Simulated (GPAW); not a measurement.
## Dielectric function and optical constants of MgI2

Wanted: where MgI2 starts to absorb, how strongly, and its refractive index. The cell comes from an older database entry, whose edges can differ from later determinations, mostly by under a per cent.

Method: DFT, LDA, plane-wave PAW (GPAW data sets), scalar-relativistic, RPA, optical limit, in GPAW 26.7.0.

This is a report of a sequence of runs, with most program output left out.

The database entry behind the starting cell has ideal inner coordinates that were not refined, so it need not match the best structure at ambient conditions.

### 1. The structure

Symmetry: P-3m1, No. 164, trigonal system. The conventional cell has a = 4.140 Å, b = 4.140 Å, c = 6.880 Å, α = 90.00°, β = 90.00°, γ = 120.00°. Nearest to I lie 3 Mg at 2.94 Å. Nearest to Mg lie 6 I at 2.94 Å. Farther neighbours and most contacts between anions are not listed.

### 2. Ground state

The self-consistent density comes first; it also tells whether there is a gap, which decides the occupations and the need for a Drude term.

This step: DFT, LDA, plane-wave PAW (GPAW data sets), scalar-relativistic, ground state (GPAW 26.7.0).

gs.py

```python
from ase import Atoms
from ase.dft.bandgap import bandgap
from gpaw import GPAW, PW, FermiDirac

atoms = Atoms(['I', 'I', 'Mg'],
              cell=[[4.140000000019, 0.000000000000, 0.000000000000],
                    [-2.070000000009, 3.585345171684, 0.000000000000],
                    [0.000000000000, 0.000000000000, 6.880000000000]],
              scaled_positions=[[0.666666666667, 0.333333333333, 0.750000000000],
                                [0.333333333333, 0.666666666667, 0.250000000000],
                                [0.000000000000, 0.000000000000, 0.000000000000]],
              pbc=[True, True, True])
atoms.calc = GPAW(mode=PW(400), xc='LDA', kpts={'size': (6, 6, 4), 'gamma': True},
                  occupations=FermiDirac(0.05), maxiter=150, txt='gs.txt')
print('energy (eV)', atoms.get_potential_energy())
print('Fermi level (eV)', atoms.calc.get_fermi_level())
print('valence electrons', atoms.calc.get_number_of_electrons())
print('gap (eV)', bandgap(atoms.calc, output=None)[0])
print('direct gap (eV)', bandgap(atoms.calc, direct=True, output=None)[0])
atoms.calc.write('gs.gpw')
```

On the command line:

```
> OMP_NUM_THREADS=1 python gs.py
```

Run time: 7.6 s. Hardware: 1 thread of Arm Neoverse V2, shared host; peak memory 0.15 GiB.

Read-outs, printed or worked out from the files:

* energy: -9.038 eV
* Fermi energy: 4.072 eV
* gap on the k-mesh: 3.345 eV
* direct gap on the mesh: 3.381 eV
* electrons: 24

There is a gap, 3.35 eV on this mesh (points off the mesh can give less), so no carriers' term is needed.

### 3. Bands for the response

The response needs many more empty bands than the density does.

This step: DFT, LDA, plane-wave PAW (GPAW data sets), scalar-relativistic, bands at fixed density (GPAW 26.7.0).

nscf.py

```python
from ase.dft.bandgap import bandgap
from gpaw import GPAW, FermiDirac

calc = GPAW('gs.gpw').fixed_density(kpts={'size': (12, 12, 6), 'gamma': True}, nbands=66, convergence={'bands': 60},
                                    occupations=FermiDirac(0.001), txt='nscf.txt')
print('gap (eV)', bandgap(calc, output=None)[0])
print('direct gap (eV)', bandgap(calc, direct=True, output=None)[0])
print('top band over the Fermi level (eV)', min(calc.get_eigenvalues(kpt=k)[59] for k in range(len(calc.get_ibz_k_points()))) - calc.get_fermi_level())
calc.write('full.gpw', mode='all')
```

On the command line:

```
> OMP_NUM_THREADS=1 python nscf.py
```

It took 3.9 min on 1 thread; peak memory 0.38 GiB.

This step gave:

```
gap on the k-mesh : 3.319 eV
```

### 4. Dielectric function, RPA

Local fields let the induced charge screen the field inside the cell, which as a rule lowers ε, most along directions where the density is uneven.

This step: DFT, LDA, plane-wave PAW (GPAW data sets), scalar-relativistic, RPA, optical limit (GPAW 26.7.0).

df.py

```python
from gpaw.response.df import DielectricFunction

df = DielectricFunction('full.gpw', frequencies={'type': 'nonlinear', 'domega0': 0.03, 'omega2': 8},
                        ecut=30,
                        eta=0.1,
                        nbands=60,
                        txt='df.txt')
for direction in ['x', 'z']:
    df.get_dielectric_function(xc='RPA', direction=direction, filename=f'df_{direction}.csv')
```

On the command line:

```
> OMP_NUM_THREADS=1 python df.py
```

Elapsed: 22 s, on 1 thread; peak memory 0.25 GiB.

This step gave:

| Quantity | Value |
| --- | --- |
| electronic dielectric constant ε∞, mean over x, y and z (by symmetry where fewer were run) | 4.240 |
| main peak of Im epsilon, first axis | 5.969 eV |

Some rows of df_x.csv (energy; Re and Im without local fields; Re and Im with them):

```text
0.000000, 5.150297, 0.000000, 4.380515, 0.000000
0.555532, 5.185427, 0.012802, 4.408281, 0.010121
1.143969, 5.304686, 0.028334, 4.502625, 0.022432
1.768324, 5.545973, 0.050541, 4.693966, 0.040157
2.431988, 5.997711, 0.090387, 5.054462, 0.072530
3.138794, 6.951178, 0.218349, 5.833594, 0.184685
3.893091, 8.859589, 1.337712, 7.295366, 1.216321
4.699832, 9.772768, 6.652101, 7.735217, 4.892081
5.564682, 4.755835, 8.320396, 3.788841, 6.847721
6.494155, 2.863535, 8.662151, 2.098149, 5.865207
7.495775, -0.793159, 7.261902, 0.589045, 4.761829
8.578281, -2.794316, 3.523378, -1.509227, 3.504211
9.751884, -1.687538, 2.615184, -0.607730, 2.459073
11.028587, -1.194959, 1.430340, -0.575574, 1.620962
12.422601, -0.712693, 0.849555, -0.435186, 1.018039
13.950874, -0.257596, 0.575805, -0.074545, 0.603962
15.633783, -0.061109, 0.511271, 0.217119, 0.548277
17.496047, 0.216498, 0.388607, 0.399568, 0.363949
19.567954, 0.291626, 0.232388, 0.440648, 0.331738
```

The Im ε has structure finer than the step of the table below, so its rows give means over 1 eV, whole bins alone (the curve runs from 0 to 19.9 eV). Peaks (eV: height): E ∥ x 6.0: 7.25, 7.8: 5.83; E ∥ z 4.5: 3.58, 6.2: 6.65, 8.2: 5.57.

Values under the direct gap are tails of Lorentzian lines. The Im ε by photon energy; means over each step:

```
photon energy (eV)   E ∥ x   E ∥ z
                 1  0.0196  0.0150
                 2  0.0509  0.0387
                 3   0.196   0.145
                 4    1.73    1.59
                 5    5.84    2.59
                 6    6.32    5.51
                 7    5.54    4.81
                 8    4.96    4.85
                 9    2.73    4.44
                10    2.15    3.06
                11    1.60    1.89
                12    1.21    1.11
                13   0.855   0.880
                14   0.610   0.738
                15   0.534   0.565
                16   0.524   0.481
                17   0.414   0.420
                18   0.416   0.367
                19   0.352   0.344
```

Table of Re ε by photon energy:

```
photon energy (eV)    E ∥ x    E ∥ z
               0.0     4.38     3.96
               0.5     4.40     3.98
               1.0     4.47     4.03
               1.5     4.60     4.13
               2.0     4.80     4.28
               2.5     5.11     4.51
               3.0     5.62     4.90
               3.5     6.46     5.53
               4.0     7.41     6.66
               4.5     8.08     5.65
               5.0     6.42     4.44
               5.5     4.20     6.78
               6.0     2.28     5.07
               6.5     2.06     2.57
               7.0     1.37     2.31
               7.5    0.601     1.94
               8.0   -0.715     1.89
               8.5    -1.47    0.493
               9.0    -1.28   -0.468
               9.5   -0.616   -0.923
              10.0   -0.825    -1.38
              10.5   -0.650    -1.04
              11.0   -0.552   -0.952
              11.5   -0.533   -0.937
              12.0   -0.514   -0.776
              12.5   -0.431   -0.421
              13.0   -0.249   -0.247
              13.5   -0.225   -0.241
              14.0  -0.0543  -0.0956
              14.5   0.0511  -0.0873
              15.0    0.177   0.0448
              15.5    0.230    0.111
              16.0    0.220    0.178
              16.5    0.258    0.224
              17.0    0.292    0.291
              17.5    0.400    0.294
              18.0    0.418    0.387
              18.5    0.365    0.377
              19.0    0.416    0.444
              19.5    0.444    0.448
```

The reflectivity at normal incidence has structure finer than the step of the table below, so its rows give means over 1 eV, whole bins alone (the curve runs from 0 to 19.9 eV). Peaks (eV: height): E ∥ x 6.0: 31.8, 7.2: 31.6, 8.3: 38.8, 10.0: 31.7; E ∥ z 4.5: 21.7, 6.2: 29.0, 9.2: 35.0, 10.2: 39.7, 13.6: 25.3.

The reflectivity at normal incidence by photon energy; means over each step:

```
photon energy (eV)  E ∥ x (%)  E ∥ z (%)
                 1       12.8       11.3
                 2       14.0       12.2
                 3       16.7       14.4
                 4       22.3       19.3
                 5       28.0       18.4
                 6       28.7       26.6
                 7       29.0       23.9
                 8       34.2       25.5
                 9       34.6       31.8
                10       29.4       34.3
                11       28.6       36.2
                12       28.9       35.6
                13       25.9       24.9
                14       21.1       22.1
                15       12.8       17.6
                16       10.6       12.9
                17       8.69       9.22
                18       5.83       6.77
                19       5.65       4.91
```

The refractive index n and extinction k by photon energy:

```
photon energy (eV)  n, E ∥ x  k, E ∥ x  n, E ∥ z  k, E ∥ z
                 0      2.09         0      1.99         0
                 1      2.11   0.00453      2.01   0.00367
                 2      2.19    0.0112      2.07   0.00904
                 3      2.37    0.0298      2.21    0.0239
                 4      2.74     0.320      2.59     0.248
                 5      2.78      1.13      2.18     0.556
                 6      2.21      1.62      2.57      1.23
                 7      1.93      1.53      1.94      1.21
                 8      1.53      1.75      1.86      1.25
                 9     0.895      1.44      1.49      1.64
                10     0.853      1.25      1.09      1.60
                11     0.764      1.07     0.751      1.23
                12     0.657     0.972     0.517      1.02
                13     0.588     0.771     0.560     0.749
                14     0.519     0.568     0.558     0.638
                15     0.607     0.437     0.541     0.498
                16     0.626     0.414     0.575     0.392
                17     0.627     0.317     0.629     0.323
                18     0.709     0.291     0.680     0.273
                19     0.693     0.253     0.713     0.253
```

The Im ε, E ∥ x has structure finer than the step of the table below, so its rows give means over 1 eV, whole bins alone (the curve runs from 0 to 19.9 eV). Peaks (eV: height): without local fields 6.0: 9.36, 7.0: 9.30; with local fields 6.0: 7.25, 7.8: 5.83.

Values under the direct gap are tails of Lorentzian lines. The Im ε, E ∥ x by photon energy; means over each step:

```
photon energy (eV)  without local fields  with local fields
                 1                0.0247             0.0196
                 2                0.0638             0.0509
                 3                 0.226              0.196
                 4                  2.01               1.73
                 5                  7.52               5.84
                 6                  8.29               6.32
                 7                  8.42               5.54
                 8                  5.99               4.96
                 9                  2.85               2.73
                10                  2.22               2.15
                11                  1.44               1.60
                12                  1.01               1.21
                13                 0.760              0.855
                14                 0.587              0.610
                15                 0.567              0.534
                16                 0.468              0.524
                17                 0.369              0.414
                18                 0.370              0.416
                19                 0.248              0.352
```

From ε follow the optical constants at some laser and lamp lines:

```
wavelength (nm)   n x    k x  R (%) x   1/α x   n z    k z  R (%) z   1/α z
           1064  2.12  0.005     12.9   16 µm  2.01  0.004     11.3   19 µm
            800  2.15  0.008     13.3  8.3 µm  2.03  0.006     11.6   10 µm
            450  2.31  0.022     15.7  1.6 µm  2.16  0.018     13.5  2.0 µm
            405  2.39  0.033     16.8  980 nm  2.23  0.026     14.5  1.2 µm
            365  2.50  0.087     18.4  334 nm  2.32  0.069     15.9  421 nm
            308  2.74  0.338     22.2   73 nm  2.61  0.284     20.4   86 nm
            193  2.03  1.376     26.7   11 nm  2.08  1.331     26.1   12 nm
```

Below the direct gap, k and the depth come from the tails of the Lorentzian lines, not from transitions.

Rows near the edge hang on the gap, which this functional as a rule makes too small, and phonon-assisted absorption is left out.

At 1064 nm the birefringence n(z) − n(x) is -0.109: the crystal is uniaxial negative at this level.

### 5. Outcome

```json
{"electronic dielectric constant ε∞, mean over x, y and z (by symmetry where fewer were run) (RPA)": "4.24", "main peak of Im epsilon, first axis": "5.97 eV"}
```

At this level (LDA, RPA) MgI2 has a mean ε∞ = 4.24 and n = 2.11 at 1550 nm (E ∥ x), and Im ε peaks at 6.0 eV (E ∥ x). On the mesh the gap is 3.32 eV and the least direct gap 3.38 eV, so on this mesh the band edges lie at different points. Local fields change the static value along x from 5.15 to 4.38 (-15 %). Distinct maxima of Im ε, read by a parabola through the highest points, lie at 5.47 eV (7.1), 5.97 eV (7.3), 6.52 eV (5.9) and 7.09 eV (6.0) for E ∥ x. The static values by axis are 4.38 (x), 3.96 (z). At 1064 nm the birefringence n(z) − n(x) is -0.109: the crystal is uniaxial negative at this level. Excitons and phonon-assisted transitions are missing; LDA gaps are as a rule too small, which pulls the onset down and ε∞ up. Spin-orbit coupling is left out although heavy atoms are present. The sum runs over mesh points, so small or evenly spaced maxima can still be ripples of the mesh.

[Machine, clock and banner lines and Python warnings are left out of the logs.]

[Logs are printed without paths, hosts, clocks, repeated set-up lines and the standing remarks that a program may print on its own settings, such as how far it seeks lower states.]

[Hosts, paths, dates, database ids (printed as entryN), source tags and the programs' standing remarks are cut or masked in the printed files.]
